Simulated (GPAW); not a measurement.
# C/Cu(110): work function by functional and basis, part 2 of 2

Aim: the work function of both faces of C/Cu(110), and its spread over functionals and bases.

GPAW 26.7.0; GPAW, PAW setups; slab in vacuum, relaxation (the session's first sound run).

So far, upper work function (eV): step 2 (relaxing the atoms, PBE, GPAW) 5.53; step 3 (the slab's potential, PBE, GPAW) 5.53; step 4 (self-consistent run: xc = "LDA") 5.92; step 5 (self-consistent run: xc = "RPBE") 5.37; step 6 (OptPBE vdW: xc = "optPBE-vdW", GPAW, PAW setups, GPAW) 5.71.

## (7) Self-consistent run: xc = "vdW-DF2"

The same geometry under vdW-DF2, to see how far the functional moves the levels against the vacuum (the van der Waals functionals take revPBE setups).

File run.py:

```python
import json
import numpy as np
from ase import Atoms
from gpaw import GPAW, PW

slab = Atoms(
    ['Cu', 'Cu', 'Cu', 'Cu', 'Cu', 'C'],
    positions=[
        [0.00000, 0.00000, 9.00000],
        [1.80500, 1.27633, 10.27633],
        [0.00000, 0.00000, 11.55266],
        [1.80500, 1.27633, 12.89760],
        [0.00000, -0.00000, 14.48918],
        [1.80500, -0.00000, 14.51861]],
    cell=[[3.61, 0.0, 0.0], [0.0, 2.55266, 0.0], [0.0, 0.0, 24.13893]],
    pbc=[True, True, False])

slab.calc = GPAW(mode=PW(500), xc='vdW-DF2', kpts={'size': (9, 12, 1), 'gamma': True},
                 occupations={'name': 'fermi-dirac', 'width': 0.1}, nbands='160%',
                 convergence={'density': 1e-05}, maxiter=200,
                 poissonsolver={'dipolelayer': 'xy'},
                 symmetry={'tolerance': 1e-3}, txt='slab.txt')
result = {}
energy = slab.get_potential_energy()
fermi = slab.calc.get_fermi_level()
v = slab.calc.get_electrostatic_potential().mean((0, 1)) - fermi
n = slab.calc.get_pseudo_density().mean((0, 1))
L = slab.cell[2, 2]
z = np.arange(len(v)) * L / len(v)
low, high = slab.positions[:, 2].min(), slab.positions[:, 2].max()
below, above = np.interp([low - 6.8, high + 6.8], z, v)
slopes = [np.interp(x, z, np.gradient(v, z)) for x in (low - 6.8, high + 6.8)]
eps = np.array([[slab.calc.get_eigenvalues(k, s) for k in range(len(slab.calc.get_ibz_k_points()))]
                for s in range(slab.calc.get_number_of_spins())]) - fermi
top, bottom = eps[eps < 0].max(), eps[eps > 0].min()
dipole = slab.get_dipole_moment()[2]
print(f'energy {energy:.4f} eV, Fermi level {fermi:.4f} eV, dipole {dipole:.5f} e A')
print(f'potential 6.8 A off the faces, from the Fermi level: lower {below:.4f} eV, upper {above:.4f} eV')
print(f'slope of the potential there: lower {slopes[0]:.5f}, upper {slopes[1]:.5f} eV/A')
print(f'nearest levels on the mesh: {top:.4f} and {bottom:.4f} eV')
print('magnetic moment', round(slab.get_magnetic_moment(), 3))
result.update(energy=energy, fermi=fermi, dipole=dipole, below=below, above=above, slopes=slopes, edges=[top, bottom],
              z=z.tolist(), v=v.tolist(), n=n.tolist(), positions=slab.positions.tolist(),
              forces=slab.get_forces(apply_constraint=False).tolist(), moments=slab.get_magnetic_moments().tolist())
json.dump(result, open('result.json', 'w'))
```

Launch:

```bash
> OMP_NUM_THREADS=1 OPENBLAS_NUM_THREADS=1 python run.py
```

Wall time 31 min (1 thread of Arm Neoverse V2, shared host); peak memory 0.58 GiB.

Numbers from this step:

- dipole along the normal: -0.05424 e·Å
- levels nearest the Fermi level on the mesh: -0.02478, 0.01366 eV from the Fermi level
- upper work function: 5.870 eV
- lower work function: 4.802 eV

The electrostatic potential energy of an electron (without an applied field's), less the Fermi level, planar mean oscillates, so the rows of the table below give means over windows of 1.35 Å about each position, cut where the curve ends. Its maxima inside the range that stand out by 2 % of the span (Å: eV): 9.7: -5.15, 10.9: -5.39, 12.3: -4.80, 13.6: -2.98. Its minima: 9.0: -10.4, 10.2: -11.2, 11.6: -11.2, 12.8: -11.2, 14.5: -21.6.

The electrostatic potential energy of an electron (without an applied field's), less the Fermi level, planar mean by z; means over each step:

```
z (Å)  electrostatic potential energy of an electron (without an applied field's), less the Fermi level, planar mean (eV)
 0.68                                                                                                                4.88
 2.03                                                                                                                4.80
 3.38                                                                                                                4.80
 4.73                                                                                                                4.80
 6.08                                                                                                                4.76
 7.43                                                                                                                3.96
 8.78                                                                                                               -5.59
10.13                                                                                                               -8.05
11.48                                                                                                               -7.99
12.83                                                                                                               -7.66
14.18                                                                                                               -11.7
15.53                                                                                                                1.31
16.88                                                                                                                5.76
18.23                                                                                                                5.87
19.58                                                                                                                5.87
20.93                                                                                                                5.87
22.28                                                                                                                5.87
23.63                                                                                                                5.82
```

The upper face's work function is 5.870 eV, against 5.534 eV in the first plane-wave PBE run at this geometry.

## (8) Self-consistent run: xc = "revPBE"

The same geometry under revPBE, to see how far the functional moves the levels against the vacuum.

run.py, as its differences from that of step 7:

```diff
@@ -17,3 +17,3 @@
 
-slab.calc = GPAW(mode=PW(500), xc='vdW-DF2', kpts={'size': (9, 12, 1), 'gamma': True},
+slab.calc = GPAW(mode=PW(500), xc='revPBE', kpts={'size': (9, 12, 1), 'gamma': True},
                  occupations={'name': 'fermi-dirac', 'width': 0.1}, nbands='160%',
```

It took 4.4 min on 1 thread; peak memory 0.39 GiB.

This step gave:

```
dipole along the normal                    : -0.05851 e·Å
levels nearest the Fermi level on the mesh : -0.01143, 0.02195 eV from the Fermi level
upper work function                        : 5.388 eV
lower work function                        : 4.236 eV
```

The electrostatic potential energy of an electron (without an applied field's), less the Fermi level, planar mean oscillates, so the rows of the table below give means over windows of 1.35 Å about each position, cut where the curve ends. Its maxima inside the range that stand out by 2 % of the span (Å: eV): 9.7: -5.13, 10.9: -5.32, 12.3: -4.75, 13.6: -2.90. Its minima: 9.0: -10.5, 10.2: -11.1, 11.6: -11.1, 12.8: -11.1, 14.5: -21.9.

Table of electrostatic potential energy of an electron (without an applied field's), less the Fermi level, planar mean by z; means over each step:

z (Å), electrostatic potential energy of an electron (without an applied field's), less the Fermi level, planar mean (eV) and a bar from the least value:
```
     0.68        4.3 ############################
     2.03        4.2 ############################
     3.38        4.2 ############################
     4.73        4.2 ############################
     6.08        4.2 ############################
     7.43        3.5 ###########################
     8.78       -5.7 ###########
    10.13       -8.0 #######
    11.48       -7.9 #######
    12.83       -7.6 #######
    14.18      -11.8 
    15.53        1.0 ######################
    16.88        5.3 ##############################
    18.23        5.4 ##############################
    19.58        5.4 ##############################
    20.93        5.4 ##############################
    22.28        5.4 ##############################
    23.63        5.3 ##############################
```

The upper face's work function is 5.388 eV, against 5.534 eV in the first plane-wave PBE run at this geometry.

## (9) Real-space grid: mode = "fd"

A real-space grid is a second complete basis, so it checks the plane-wave result.

run.py, as its differences from that of step 8:

```diff
@@ -3,3 +3,3 @@
 from ase import Atoms
-from gpaw import GPAW, PW
+from gpaw import GPAW
 
@@ -17,3 +17,3 @@
 
-slab.calc = GPAW(mode=PW(500), xc='revPBE', kpts={'size': (9, 12, 1), 'gamma': True},
+slab.calc = GPAW(mode='fd', h=0.18, xc='PBE', kpts={'size': (9, 12, 1), 'gamma': True},
                  occupations={'name': 'fermi-dirac', 'width': 0.1}, nbands='160%',
```

The job ended after 17 min (1 thread; peak memory 1.7 GiB).

This step gave:

- dipole along the normal: -0.05827 e·Å
- levels nearest the Fermi level on the mesh: -0.01062, 0.02098 eV from the Fermi level
- upper work function: 5.533 eV
- lower work function: 4.389 eV

The electrostatic potential energy of an electron (without an applied field's), less the Fermi level, planar mean oscillates, so the rows of the table below give means over windows of 1.33 Å about each position, cut where the curve ends. Its maxima inside the range that stand out by 2 % of the span (Å: eV): 9.7: -5.05, 10.9: -5.20, 12.2: -4.59, 13.7: -2.81. Its minima: 9.1: -10.4, 10.3: -11.1, 11.5: -11.0, 12.9: -11.1, 14.5: -21.6.

Electrostatic potential energy of an electron (without an applied field's), less the Fermi level, planar mean against z; means over each step:

```
z (Å)  electrostatic potential energy of an electron (without an applied field's), less the Fermi level, planar mean (eV)
 0.67                                                                                                                4.41
 2.00                                                                                                                4.39
 3.33                                                                                                                4.39
 4.66                                                                                                                4.39
 5.99                                                                                                                4.37
 7.32                                                                                                                3.85
 8.64                                                                                                               -4.78
 9.98                                                                                                               -7.95
11.30                                                                                                               -7.97
12.64                                                                                                               -7.65
13.96                                                                                                               -10.0
15.30                                                                                                               -2.33
16.62                                                                                                                5.36
17.95                                                                                                                5.53
19.29                                                                                                                5.53
20.62                                                                                                                5.53
21.95                                                                                                                5.53
23.27                                                                                                                5.53
```

The upper face's work function is 5.533 eV, against 5.534 eV in the first plane-wave PBE run at this geometry.

## (10) Atomic orbitals: mode = "lcao"

Atom-centred orbitals end a few angstrom from the surface, which tests how much the density's tail matters.

run.py, as its differences from that of step 9:

```diff
@@ -17,4 +17,4 @@
 
-slab.calc = GPAW(mode='fd', h=0.18, xc='PBE', kpts={'size': (9, 12, 1), 'gamma': True},
-                 occupations={'name': 'fermi-dirac', 'width': 0.1}, nbands='160%',
+slab.calc = GPAW(mode='lcao', basis='dzp', h=0.18, xc='PBE', kpts={'size': (9, 12, 1), 'gamma': True},
+                 occupations={'name': 'fermi-dirac', 'width': 0.1}, nbands='120%',
                  convergence={'density': 1e-05}, maxiter=200,
```

The job ended after 4.4 min (1 thread; peak memory 0.34 GiB).

Numbers from this step:

```
dipole along the normal                    : -0.06887 e·Å
levels nearest the Fermi level on the mesh : -0.02400, 0.03842 eV from the Fermi level
upper work function                        : 5.366 eV
lower work function                        : 4.013 eV
```

The electrostatic potential energy of an electron (without an applied field's), less the Fermi level, planar mean oscillates, so the rows of the table below give means over windows of 1.33 Å about each position, cut where the curve ends. Its maxima inside the range that stand out by 2 % of the span (Å: eV): 9.7: -5.15, 10.9: -5.29, 12.2: -4.67, 13.7: -2.88. Its minima: 9.1: -10.6, 10.3: -11.3, 11.5: -11.2, 12.9: -11.2, 14.5: -21.6.

Electrostatic potential energy of an electron (without an applied field's), less the Fermi level, planar mean against z; means over each step:

```
z (Å)  electrostatic potential energy of an electron (without an applied field's), less the Fermi level, planar mean (eV)
 0.67                                                                                                                4.04
 2.00                                                                                                                4.01
 3.33                                                                                                                4.01
 4.66                                                                                                                4.01
 5.99                                                                                                                4.01
 7.32                                                                                                                3.56
 8.64                                                                                                               -4.93
 9.98                                                                                                               -8.08
11.30                                                                                                               -8.10
12.64                                                                                                               -7.76
13.96                                                                                                               -10.0
15.30                                                                                                               -2.32
16.62                                                                                                                5.24
17.95                                                                                                                5.37
19.29                                                                                                                5.37
20.62                                                                                                                5.37
21.95                                                                                                                5.37
23.27                                                                                                                5.37
```

The upper face's work function is 5.366 eV, against 5.534 eV in the first plane-wave PBE run at this geometry.

## (11) The ladder

Times are for 1 thread of Arm Neoverse V2, shared host. Results by setting:

```csv
no.,run,upper work function (eV),lower work function (eV),time,memory (GiB)
1,pw,5.534,4.391,4.1 min,0.39
2,LDA,5.918,4.746,5.9 min,0.39
3,RPBE,5.367,4.213,3.8 min,0.39
4,optPBE vdW,5.708,4.557,5 min,0.57
5,vdW DF2,5.870,4.802,31 min,0.58
6,revPBE,5.388,4.236,4.4 min,0.39
7,fd,5.533,4.389,17 min,1.7
8,lcao,5.366,4.013,4.4 min,0.34
```

## (12) Side by side

Results and costs are gathered.

This step: comparison of work functions, dipole and cost (GPAW 26.7.0).

Ladder, by row:

| step | code | work function, upper (eV) | work function, lower (eV) | dipole (e Å) | wall time (s) | peak memory (GiB) | threads |
| --- | --- | --- | --- | --- | --- | --- | --- |
| pw | GPAW | 5.534 | 4.391 | -0.05806 | 247.4 | 0.39 | 1 |
| LDA | GPAW | 5.918 | 4.747 | -0.05948 | 352.8 | 0.39 | 1 |
| RPBE | GPAW | 5.367 | 4.213 | -0.05861 | 229.9 | 0.39 | 1 |
| optPBE-vdW | GPAW | 5.708 | 4.557 | -0.05848 | 299.1 | 0.57 | 1 |
| vdW-DF2 | GPAW | 5.87 | 4.802 | -0.05424 | 1846 | 0.58 | 1 |
| revPBE | GPAW | 5.388 | 4.236 | -0.05851 | 261.4 | 0.39 | 1 |
| fd | GPAW | 5.533 | 4.389 | -0.05827 | 1008 | 1.71 | 1 |
| lcao | GPAW | 5.366 | 4.013 | -0.06887 | 266.4 | 0.34 | 1 |

## (13) A changed run

One more run, with changed settings.

This step: GPAW, PAW setups; slab in vacuum (GPAW 26.7.0).

run.py, as its differences from that of step 10:

```diff
@@ -3,3 +3,3 @@
 from ase import Atoms
-from gpaw import GPAW
+from gpaw import GPAW, PW
 
@@ -17,5 +17,5 @@
 
-slab.calc = GPAW(mode='lcao', basis='dzp', h=0.18, xc='PBE', kpts={'size': (9, 12, 1), 'gamma': True},
-                 occupations={'name': 'fermi-dirac', 'width': 0.1}, nbands='120%',
-                 convergence={'density': 1e-05}, maxiter=200,
+slab.calc = GPAW(mode=PW(500), xc='PBE', kpts={'size': (9, 12, 1), 'gamma': True},
+                 occupations={'name': 'fermi-dirac', 'width': 0.1}, nbands='160%',
+                 convergence={'density': 1e-05}, maxiter=50,
                  poissonsolver={'dipolelayer': 'xy'},
@@ -30,4 +30,4 @@
 low, high = slab.positions[:, 2].min(), slab.positions[:, 2].max()
-below, above = np.interp([low - 6.8, high + 6.8], z, v)
-slopes = [np.interp(x, z, np.gradient(v, z)) for x in (low - 6.8, high + 6.8)]
+below, above = np.interp([low - 1.0, high + 1.0], z, v)
+slopes = [np.interp(x, z, np.gradient(v, z)) for x in (low - 1.0, high + 1.0)]
 eps = np.array([[slab.calc.get_eigenvalues(k, s) for k in range(len(slab.calc.get_ibz_k_points()))]
@@ -37,3 +37,3 @@
 print(f'energy {energy:.4f} eV, Fermi level {fermi:.4f} eV, dipole {dipole:.5f} e A')
-print(f'potential 6.8 A off the faces, from the Fermi level: lower {below:.4f} eV, upper {above:.4f} eV')
+print(f'potential 1.0 A off the faces, from the Fermi level: lower {below:.4f} eV, upper {above:.4f} eV')
 print(f'slope of the potential there: lower {slopes[0]:.5f}, upper {slopes[1]:.5f} eV/A')
```

It took 4 min on 1 thread; peak memory 0.39 GiB.

The run finished. A setting was moved off its sound value on purpose, so it serves as a test and not as the result.

The fault put into the input: the potential probed 1 A off the face (probe = 1.0).

## (14) Outcome

* work function, upper and lower face: 5.534 and 4.391 eV
* dipole along the normal: -0.0581 e Å

With plane waves and PBE the work function is 5.53 eV on the upper face and 4.39 eV on the lower. The two faces differ by 1.1 eV, the step that the slab's dipole makes (e p/(ε0 A) gives 1.1 eV), so the dipole layer is needed. Over the sound runs of the table the upper face's work function spans 5.366 (lcao) to 5.918 eV (LDA). Atomic orbitals miss the plane-wave value by -0.17 eV, since they describe the tail of the density in the vacuum poorly. The cell of 9.22 Å² holds one C, started on one chosen site; other sites and coverages weren't tried. The in-plane lattice was kept as typed, which isn't the functional's own and leaves some strain; spin-orbit coupling and temperature are left out.

[Logs are printed without paths, hosts, clocks, repeated set-up lines and the standing remarks that a program may print on its own settings, such as how far it seeks lower states.]

[Hosts, paths, dates, database ids (printed as entryN), source tags and the programs' standing remarks are cut or masked in the printed files.]
